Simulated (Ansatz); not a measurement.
**La3InB (Pm-3m): a soft mode frozen in**

Which phase does La3InB (Pm-3m) fall into along its unstable mode, and how much energy does it gain?

Main program and level: Ansatz 0.2.0; DFT PBEsol, scalar-relativistic, plane waves, PAW; PAW set soft_1.

### 1. Starting point

It takes space group Pm-3m (No. 221, cubic). The conventional cell has a = 5.247 Å, b = 5.247 Å, c = 5.247 Å, α = 90.00°, β = 90.00°, γ = 90.00°. Nearest to La lie 2 B at 2.62 Å and 8 La at 3.71 Å and 4 In at 3.71 Å. Nearest to In lie 12 La at 3.71 Å. Nearest to B lie 6 La at 2.62 Å. Farther neighbours, and contacts between anions beyond the nearest, are not listed.

### 2. The dispersion

Stability and thermal properties need the whole zone. Linear response on a 2×2×2 q mesh gives force constants as far as a supercell of that size would.

input.yaml

```yaml
crystal:
  lattice:
    - [5.2472787968, 0.0, 0.0]
    - [0.0, 5.2472787968, 0.0]
    - [0.0, 0.0, 5.2472787968]
  atoms:
    - { symbol: La, position: [0.5, 0.0, 0.5] }
    - { symbol: La, position: [0.5, 0.5, 0.0] }
    - { symbol: La, position: [0.0, 0.5, 0.5] }
    - { symbol: In, position: [0.0, 0.0, 0.0] }
    - { symbol: B, position: [0.5, 0.5, 0.5] }
kpoints:
  mp_grid: { grid: [8, 8, 8] }
hamiltonian:
  xc: pbesol
  pseudopotentials: { kind: paw, azcp: { folder: soft_1 }, xc_functional: pbe }
scf:
  occupations: { method: methfessel_paxton, width: 0.2 }
output:
  eigenvalues: true
phonons:
  method: dfpt
  qmesh: [2, 2, 2]
  temperatures: { t_max: 1000, t_step: 50 }
  qpath:
    path:
      - [[0.0, 0.0, 0.0], [0.0, 0.5, 0.0], [0.5, 0.5, 0.0], [0.0, 0.0, 0.0], [0.5, 0.5, 0.5], [0.0, 0.5, 0.0]]
      - [[0.5, 0.5, 0.5], [0.5, 0.5, 0.0]]
    npoints: 10
```

Launch:

```bash
ansatz run input.yaml --threads 4 --pin off --max-ram 10240MiB --backend cpu --events-out ev --progress --plain --runs-dir out
```

Log:

```text
Engine: ansatz 0.2.0, x86_64-unknown-linux-gnu
Pseudopotentials: kind: paw
Pseudopotential: La, paw, valence charge 11, recommended cutoff 420 eV (normal), soft_1/La.paw.azcp
Pseudopotential: In, paw, valence charge 13, recommended cutoff 420 eV (normal), soft_1/In.paw.azcp
Pseudopotential: B, paw, valence charge 3, recommended cutoff 420 eV (normal), soft_1/B.paw.azcp
Functional definition: PBEsol
  exchange = pbesol_x
  correlation = pbesol_c
Crystal: 5 atoms, lattice volume = 144.478 Å³
Basis set: ecut = 420 eV, 2801 PW (Γ), exchange–correlation on 72×72×72 points (8 copies of the dense FFT grid, shifted against one another)
Bands: 30, of which v1, the nominal top of the filled ones, is band 25 counted from 1 (24 counted from 0)
Symmetry: 48 space group operations
k-points: 35 of 512
Non-local potential: La, projectors of the file, l = 0: 3, l = 1: 2, l = 2: 2, l = 3: 3
Non-local potential: In, projectors of the file, l = 0: 2, l = 1: 2, l = 2: 2, l = 3: 1
Non-local potential: B, projectors of the file, l = 0: 2, l = 1: 2, l = 2: 1
PAW form: soft (Blöchl's): semilocal exchange-correlation on the pseudo side does not see the compensation charge
PAW frozen core: La, regenerated for the run's functional, and the local potential with it (the file was generated under x = pbe(κ = 0.804, μ = 0.219515), c = pbe(β = 0.066725))
PAW frozen core: In, regenerated for the run's functional, and the local potential with it (the file was generated under x = pbe(κ = 0.804, μ = 0.219515), c = pbe(β = 0.066725))
PAW frozen core: B, regenerated for the run's functional, and the local potential with it (the file was generated under x = pbe(κ = 0.804, μ = 0.219515), c = pbe(β = 0.066725))
PAW one-centre angular grid: La, 590 points (default); XC on 64 Gauss nodes
PAW one-centre angular grid: In, 590 points (default); XC on 64 Gauss nodes
PAW one-centre angular grid: B, 110 points (default); XC on 64 Gauss nodes
Initial density: superposition of atomic densities (chi_scale 0.1, normalization cell, long waves kept (reshape's long-wave potential 0.00 eV rms))
Initial wavefunctions: pseudopotential atomic-orbital guess
Functional: x = pbesol(κ = 0.804, μ = 0.123457), c = pbesol(β = 0.046)
SCF iter   1: F=—  HF=-24168.975786 eV  |F-HF|=—  |Δ(HF+E_count)|=         —  Δρ=6.98e-2  dr2=2.87e1  ethr=3.10e-3  ⟨swp⟩=4.9  Hψ=4930  notcnv=0
preconditioner: auto → Kerker (q_TF=auto, 2.278 Å⁻¹)  [metal: Δε(μ)=0.012 eV  Ē_g=10.939 eV  σ=0.200 eV  W_gap=0.05  n_scr=26 (ndim 8)  ℏωp=20.3 eV  f_vac=0.000  D(μ)=7.02/eV (n_scr^D=80)]
SCF iter   2: F=—  HF=-24164.165746 eV  |F-HF|=—  |Δ(HF+E_count)|=    4.81e0  S|Δr|=    0.00e0  Δρ=2.50e-2  dr2=4.17e0  ethr=3.10e-3  ⟨swp⟩=3.9  Hψ=2390  notcnv=0  defer=6
SCF iter   3: F=—  HF=-24163.371480 eV  |F-HF|=—  |Δ(HF+E_count)|=   7.94e-1  S|Δr|=    0.00e0  Δρ=1.06e-2  dr2=4.45e-1  ethr=3.10e-3  ⟨swp⟩=3.0  Hψ=1869  notcnv=0  defer=5
SCF iter   4: F=—  HF=-24163.261885 eV  |F-HF|=—  |Δ(HF+E_count)|=   1.10e-1  S|Δr|=    0.00e0  Δρ=1.84e-3  dr2=9.85e-3  ethr=9.09e-4  ⟨swp⟩=5.2  Hψ=7367  notcnv=0
automatic band count: the SCF goes on with 35 bands, as 30 were too few: they end inside the smearing window of the response
SCF iter   5: F=—  HF=-24163.260317 eV  |F-HF|=—  |Δ(HF+E_count)|=   1.57e-3  S|Δr|=    0.00e0  Δρ=6.25e-4  dr2=9.24e-4  ethr=2.01e-5  ⟨swp⟩=2.0  Hψ=2337  notcnv=0
SCF iter   6: F=—  HF=-24163.260255 eV  |F-HF|=—  |Δ(HF+E_count)|=   6.19e-5  S|Δr|=    0.00e0  Δρ=2.33e-4  dr2=9.81e-5  ethr=1.88e-6  ⟨swp⟩=2.0  Hψ=1475  notcnv=0
SCF iter   7: F=—  HF=-24163.260227 eV  |F-HF|=—  |Δ(HF+E_count)|=   2.82e-5  S|Δr|=    0.00e0  Δρ=6.68e-5  dr2=9.23e-6  ethr=2.00e-7  ⟨swp⟩=2.0  Hψ=1408  notcnv=0
SCF iter   8: F=—  HF=-24163.260223 eV  |F-HF|=—  |Δ(HF+E_count)|=   3.67e-6  S|Δr|=    0.00e0  Δρ=2.50e-5  dr2=3.35e-6  ethr=1.88e-8  ⟨swp⟩=2.0  Hψ=1553  notcnv=0
SCF iter   9: F=—  HF=-24163.260225 eV  |F-HF|=—  |Δ(HF+E_count)|=   1.62e-6  S|Δr|=    0.00e0  Δρ=6.45e-6  dr2=6.88e-8  ethr=6.83e-9  ⟨swp⟩=2.0  Hψ=1295  notcnv=0
SCF iter  10: F=—  HF=-24163.260225 eV  |F-HF|=—  |Δ(HF+E_count)|=   4.53e-9  S|Δr|=    0.00e0  Δρ=1.79e-6  dr2=1.56e-8  ethr=1.40e-10  ⟨swp⟩=2.0  Hψ=1944  notcnv=0
SCF iter  11: F=—  HF=-24163.260225 eV  |F-HF|=—  |Δ(HF+E_count)|=   1.78e-9  S|Δr|=    0.00e0  Δρ=2.31e-7  dr2=1.06e-10  ethr=3.19e-11  ⟨swp⟩=2.0  Hψ=1306  notcnv=0
SCF iter  12: F=-24163.260225 eV  HF=-24163.260225 eV  |F-HF|=3.64e-12  |Δ(HF+E_count)|=  3.64e-12  S|Δr|=    0.00e0  Δρ=6.26e-8  dr2=4.92e-12  ethr=1.00e-12  ⟨swp⟩=16.7  Hψ=8141  notcnv=0
SCF 1 converged in 12 iterations: F = -24163.260225 eV  dr2 = 4.92e-12
  greatest PAW one-centre occupation: 0.980 electrons in one spin orbital (limit 2), on the In atom at site 3 (counted from 0), in its partial waves of l = 2
phonons: the bands overlap, so this run is a metal and interpolates without the dipole-dipole term. If the crystal is really an insulator or semiconductor, its LO-TO splitting is missing
NSCF: frozen V_eff on 35 k-points
NSCF: frozen V_eff on 125 k-points
DFPT response loops at q = (0, 0, 0) (fractional): preconditioner auto → Kerker (q_TF=auto, 2.278 Å⁻¹) (partly filled bands, converged f_vac=0.000); β = 1.00, the filter's whole step (`scf.mixing.beta` (0.50) is not read by the response loops under this deck's `scf.mixing.preconditioner`; to damp them name `kerker` or `kerker_dos`, under which they read `scf.mixing.beta`, and type it under 1.00, their step now; both keys bind the ground state too); Broyden in place of MSR1
NSCF: frozen V_eff on 250 k-points
DFPT response loops at q = (0, 0, -0.5) (fractional): mixed as the last ones told, above
NSCF: frozen V_eff on 250 k-points
DFPT response loops at q = (0, -0.5, -0.5) (fractional): mixed as the last ones told, above
NSCF: frozen V_eff on 250 k-points
DFPT response loops at q = (-0.5, -0.5, -0.5) (fractional): mixed as the last ones told, above
SCF converged after 12 iterations
Stability not checked: this state was not tested for a lower state beside it, because cold or Methfessel-Paxton smearing, or corrected tetrahedra, fill the levels in a way that the test cannot read (fill_not_monotonic; see scf.lower_state_search)
Free energy (F): -24163.260225 eV
Harris-Foulkes:  -24163.260225 eV  (|F-HF|=3.64e-12)
Internal energy: -24163.255790 eV  (E = F + TS)
E sigma→0 (E₀):  -24163.259116 eV
Entropy (-TS):   -0.004435 eV (-0.887 meV/atom)
Fermi energy:    10.105597 eV
--- Per-component energies (eV) ---
  E_band       = -147.162896
  E_kinetic    = 823.425759
  E_local      = -2107.724151  (includes V_loc(G=0)·N_el)
  E_nonlocal   = 603.902491
  E_hartree    = 797.859638
  E_xc         = -599.406350
  E_vxc        = -561.576014  (∫ρ·V_xc dr)
  E_paw        = -20197.967827  (= ΣΔE_a)
  E_vpaw       = -500.910402  (= ΣTr[D̂ρ^β])
  E_aug_tail   = 0.000143  (compensation charges beyond the density's cutoff)
  E_ewald      = -3484.103216
  E_core_change = 0.757723  (= ΣΔE_core)
  E_smearing   = -0.004435  (= −TS)
  E_closure    = -0.000000  (closes the sum)
  Σ components = -24163.260225   (vs F -24163.260225, Δ=0.00e0)
--- Band table (eV; the first three rows and the last of 35) ---
  k-point 0: bands = [... 21 lower, 9.7628, 9.7628, 9.7628, 11.0660, 11.0660, 11.0660, 11.2471, 11.2471, ... 6 higher]
  k-point 1: bands = [... 21 lower, 9.7716, 9.7973, 9.8698, 10.7531, 10.9828, 10.9828, 11.1176, 11.2962, ... 6 higher]
  k-point 2: bands = [... 21 lower, 9.7912, 9.8885, 9.9377, 10.2515, 10.7531, 10.7531, 11.1825, 11.5226, ... 6 higher]
  k-point 34: bands = [... 21 lower, 7.6367, 10.5696, 10.5696, 10.5696, 11.7760, 11.7760, 11.7760, 11.9281, ... 6 higher]
--- Phonons (Γ-DFPT): 4 representative perturbations + reference (Σ response iterations 13) ---
  ASR residual: 4.666e-5 → 0.000e0 eV/Å²; symmetrization residual: 2.239e-6 eV/Å²
  ASR residual per site (eV/Å²): 2.86e-5 2.86e-5 2.86e-5 1.03e-5 4.67e-5
  Γ frequencies (cm⁻¹): -118.01 -118.01 -118.01 -59.91 -59.91 -59.91 0.00 0.00 0.00 66.96 66.96 66.96 161.96 161.96 161.96
--- Phonons (arbitrary-q DFPT): 4 irreducible q on the 2×2×2 mesh ---
  q = [0.0000, 0.0000, 0.0000] (star 1, of the zone-centre solve; hermiticity 6.29e-7, symmetrization 7.35e-12): -118.01 -118.01 -118.01 -59.91 -59.91 -59.91 -0.00 -0.00 0.00 66.96 66.96 66.96 161.96 161.96 161.96
  q = [0.0000, 0.0000, -0.5000] (star 3, 9 solved perturbations in 975 linear systems a pass and spin channel, the states on 125 of 512 k-point pairs; hermiticity 3.34e-7, symmetrization 6.23e-8): -12.61 -12.61 36.81 41.96 41.96 72.80 72.80 73.00 78.09 82.87 82.87 142.90 305.23 305.23 329.73
  q = [0.0000, -0.5000, -0.5000] (star 3, 9 solved perturbations in 975 linear systems a pass and spin channel, the states on 125 of 512 k-point pairs; hermiticity 3.44e-7, symmetrization 3.03e-8): 18.34 53.62 53.62 61.91 61.91 69.83 69.99 69.99 78.86 89.22 130.90 144.85 349.51 361.79 361.79
  q = [-0.5000, -0.5000, -0.5000] (star 1, 4 solved perturbations in 350 linear systems a pass and spin channel, the states on 125 of 512 k-point pairs; hermiticity 4.23e-7, symmetrization 5.82e-9): -3.70 -3.70 -3.70 53.97 53.97 53.97 95.68 95.68 95.68 128.07 128.07 166.23 410.30 410.30 410.30
  sum rule: each row above includes the acoustic sum rule's correction from the zone centre's row sums; it moved no ω² by more than (1.08 cm⁻¹)²
  mesh force constants: q→R imaginary residual 1.96e-18; ASR residual 4.666e-5 → 0.000e0 eV/Å²; symmetrization residual 1.066e-14 eV/Å²
  interpolated dispersion: 62 rows × 15 modes
  density of states and harmonic sums: on the 12×12×12 q-mesh, interpolated from the force constants of a 2×2×2 supercell (no non-analytic term)
  largest difference from the sums on the solved wave vectors: F 3.93e-1 eV, S 5.07e-4 and C_V 1.14e-4 eV/K
  zero-point energy: 0.108801 eV/cell   skipped modes (ω ≤ 0): 101, of them read as no rigid motion or as one in doubt: 98 (9.253e-1 modes/cell left out, lowest -118.01 cm⁻¹)   left out of the sums: 6.18e-2 of the cell's modes: C_V's classical limit lies that fraction below 3 k_B per atom; for a crystal, a wire or a layer, F and S can be off by more, and a phonons.interpolated_qmesh denser along its periods is the remedy for the sampling
```

It took 4.7 min on 4 threads of AMD EPYC 9B14 (Zen 4), shared host; peak memory 2.1 GiB.

Reading the cycles: dr2 is the Hartree energy of the density residual (eV), the measure of convergence; HF is the Harris–Foulkes estimate of the energy, which meets the free energy F at convergence.

Numbers from this step:

```yaml
volume_per_atom: 28.90 Å³
gap_on_the_k_mesh: 0 eV
sum_rule_residual_before_enforcement: 4.67e-5 eV/Å²
lowest_frequency_on_the_path: -118.0 cm⁻¹
point_group: m-3m
highest_frequency_on_path_mesh_or_solved_points: 410.3 cm⁻¹
highest_optical_mode_at_the_zone_centre_no_lo_to_term: 162.0 cm⁻¹
lowest_optical_zone_centre_mode: -118.0 cm⁻¹
lowest_mode_on_the_q_mesh_acoustic_modes_at_gamma_apart: -118.0 cm⁻¹
```

Frequencies (cm⁻¹) solved at each irreducible wavevector; negative means imaginary. Frequencies by wavevector, by row:

```tsv
q in reciprocal lattice units	star	mode 1	mode 2	mode 3	mode 4	mode 13	mode 14	mode 15
0 0 0	1	-118	-118	-118	-59.9	162	162	162
0 0 -0.5	3	-12.6	-12.6	36.8	42	305.2	305.2	329.7
0 -0.5 -0.5	3	18.3	53.6	53.6	61.9	349.5	361.8	361.8
-0.5 -0.5 -0.5	1	-3.7	-3.7	-3.7	54	410.3	410.3	410.3
```

Interpolated from a 2×2×2 q mesh. The phonon branches at the labelled points (cm⁻¹):

```tsv
point	branch 1	branch 2	branch 3	branch 4	branch 12	branch 13	branch 14	branch 15
Γ	-118	-118	-118	-60	67	162	162	162
halfway	-44	-44	-33	24	125	230	230	236
X	-13	-13	37	42	143	305	305	330
halfway	22	37	43	48	142	328	333	346
M	18	54	54	62	145	350	362	362
halfway	-28	-12	28	36	125	282	288	289
Γ	-118	-118	-118	-60	67	162	162	162
halfway	-26	25	25	60	131	325	325	325
R	-4	-4	-4	54	166	410	410	410
halfway	16	23	34	64	145	357	358	367
X	-13	-13	37	42	143	305	305	330
jump to R	-4	-4	-4	54	166	410	410	410
halfway	13	27	27	62	154	380	387	387
M	18	54	54	62	145	350	362	362
```

Symmetry leaves 4 wavevectors to solve. The lowest mode among them, the acoustic zeros apart, lies at Γ and is imaginary, 118.0i cm⁻¹, so the energy falls along it.

### 3. The mode frozen in, largest atomic shift 0 Å

The mode followed lies at Γ with frequency 118.0i cm⁻¹ and is 3-fold degenerate, the softest among the wavevectors solved. At small amplitude the pattern taken leaves space group no. 99 by a symmetry search on the positions. The undistorted cell that holds it gives the zero of energy on the same k mesh.

input.yaml, the sections that differ from step 2:

```yaml
output:
  forces: true
  stress: true
  eigenvalues: true
# crystal, kpoints, hamiltonian, scf: as in step 2
# phonons: removed
```

Log:

```text
[...]
Crystal: 5 atoms, lattice volume = 144.478 Å³
Basis set: ecut = 420 eV, 2801 PW (Γ), exchange–correlation on 72×72×72 points (8 copies of the dense FFT grid, shifted against one another)
Bands: 30, of which v1, the nominal top of the filled ones, is band 25 counted from 1 (24 counted from 0)
Symmetry: 48 space group operations
[...]
k-points: 35 of 512
[...]
k-point 0: bands = [... 21 lower, 9.7628, 9.7628, 9.7628, 11.0659, 11.0659, 11.0659, 11.2471, 11.2471, ... 1 higher]
  k-point 1: bands = [... 21 lower, 9.7716, 9.7973, 9.8698, 10.7531, 10.9828, 10.9828, 11.1177, 11.2962, ... 1 higher]
  k-point 2: bands = [... 21 lower, 9.7912, 9.8885, 9.9377, 10.2515, 10.7531, 10.7531, 11.1825, 11.5226, ... 1 higher]
  k-point 34: bands = [... 21 lower, 7.6367, 10.5696, 10.5696, 10.5696, 11.7760, 11.7760, 11.7760, 11.9281, ... 1 higher]
[key lines of the parts left out:]
SCF converged after 10 iterations
Free energy (F): -24163.260225 eV
Fermi energy:    10.105594 eV
P = ⅓ Tr σ = -0.0001 GPa (-0.001 kbar)
```

Wall time 2.1 s (4 threads); peak memory 0.59 GiB.

Numbers from this step:

- pressure: -1.25e-4 GPa
- energy from the undistorted cell: 0 meV/atom

The run ends at a pressure of 0.00 GPa.

### 4. The mode frozen in, largest atomic shift 0.14 Å

The atoms are moved along the unstable eigenvector, the largest shift by 0.14 Å, with the cell fixed.

input.yaml, the sections that differ from step 3:

```yaml
crystal:
  lattice:
    - [5.2472787968, 0.0, 0.0]
    - [0.0, 5.2472787968, 0.0]
    - [0.0, 0.0, 5.2472787968]
  atoms:
    - { symbol: La, position: [0.5, -0.0027920653, 0.5] }
    - { symbol: La, position: [0.5, 0.5024199906, 0.0] }
    - { symbol: La, position: [0.0, 0.5024199906, 0.5] }
    - { symbol: In, position: [0.0, 3.43974e-05, 0.0] }
    - { symbol: B, position: [0.5, 0.4733195042, 0.5] }
# kpoints, hamiltonian, scf, output: as in step 3
```

Log:

```text
[...]
Crystal: 5 atoms, lattice volume = 144.478 Å³
Basis set: ecut = 420 eV, 2801 PW (Γ), exchange–correlation on 72×72×72 points (8 copies of the dense FFT grid, shifted against one another)
Bands: 30, of which v1, the nominal top of the filled ones, is band 25 counted from 1 (24 counted from 0)
Symmetry: 8 space group operations
[...]
k-points: 75 of 512 (time reversal used)
[...]
k-point 0: bands = [... 21 lower, 9.7297, 9.7381, 9.7578, 11.0708, 11.1162, 11.1162, 11.2443, 11.2599, ... 1 higher]
  k-point 1: bands = [... 21 lower, 9.6922, 9.7945, 9.8679, 10.8097, 11.0016, 11.0195, 11.1190, 11.2957, ... 1 higher]
  k-point 2: bands = [... 21 lower, 9.7289, 9.8640, 10.0867, 10.2494, 10.7766, 10.7998, 11.1821, 11.5107, ... 1 higher]
  k-point 74: bands = [... 21 lower, 7.7251, 10.5691, 10.5726, 10.5726, 11.7447, 11.7774, 11.7774, 11.9203, ... 1 higher]
[key lines of the parts left out:]
SCF converged after 10 iterations
Free energy (F): -24163.262586 eV
Fermi energy:    10.114018 eV
P = ⅓ Tr σ = -0.0467 GPa (-0.467 kbar)
```

The job ended after 6.7 s (4 threads; peak memory 0.65 GiB; 26 s of CPU time).

Numbers from this step:

```
pressure                         : -0.04675 GPa
energy from the undistorted cell : -0.683 meV/atom
```

The energy, extrapolated to zero smearing, is -0.68 meV/atom against the undistorted cell.

The run ends at a pressure of -0.05 GPa, with forces up to 0.16 eV/Å.

### 5. Energy along the mode, all amplitudes (two of the runs are shown above)

An imaginary frequency means negative curvature, so the energy should fall and then rise again as anharmonic terms take over.

This step gave:

| Item | Value |
| --- | --- |
| depth at the lowest point sampled | 0.683 meV/atom |
| largest atomic shift at that point | 0.14 Å |

The energy from the parent by largest atomic shift:

```tsv
largest atomic shift (Å)	energy from the parent (meV/atom)
0.000	0
0.040	-0.148
0.080	-0.486
0.140	-0.683
0.220	1.66
0.320	12.2
```

Displacement at unit largest shift by atom:

```tsv
atom	x (Å)	y (Å)	z (Å)	size
La1	0.00	-0.10	0.00	0.10
La2	0.00	0.09	0.00	0.09
La3	0.00	0.09	0.00	0.09
In4	0.00	0.00	0.00	0.00
B5	0.00	-1.00	0.00	1.00
```

The lowest step is at 0.14 Å, 0.683 meV/atom below the parent, and the energy rises beyond it.

(Part 1 of 2 ends here.)

[Long decimals in the printed logs are rounded to 6 places.]

[Logs are printed without paths, hosts, clocks, repeated set-up lines and the standing remarks that a program may print on its own settings, such as how far it seeks lower states.]

[Hosts, paths, dates, database ids (printed as entryN), source tags and the programs' standing remarks are cut or masked in the printed files.]

[Where the starting crystal was built by hand or by swapping elements, it need not be the compound's stable phase.]
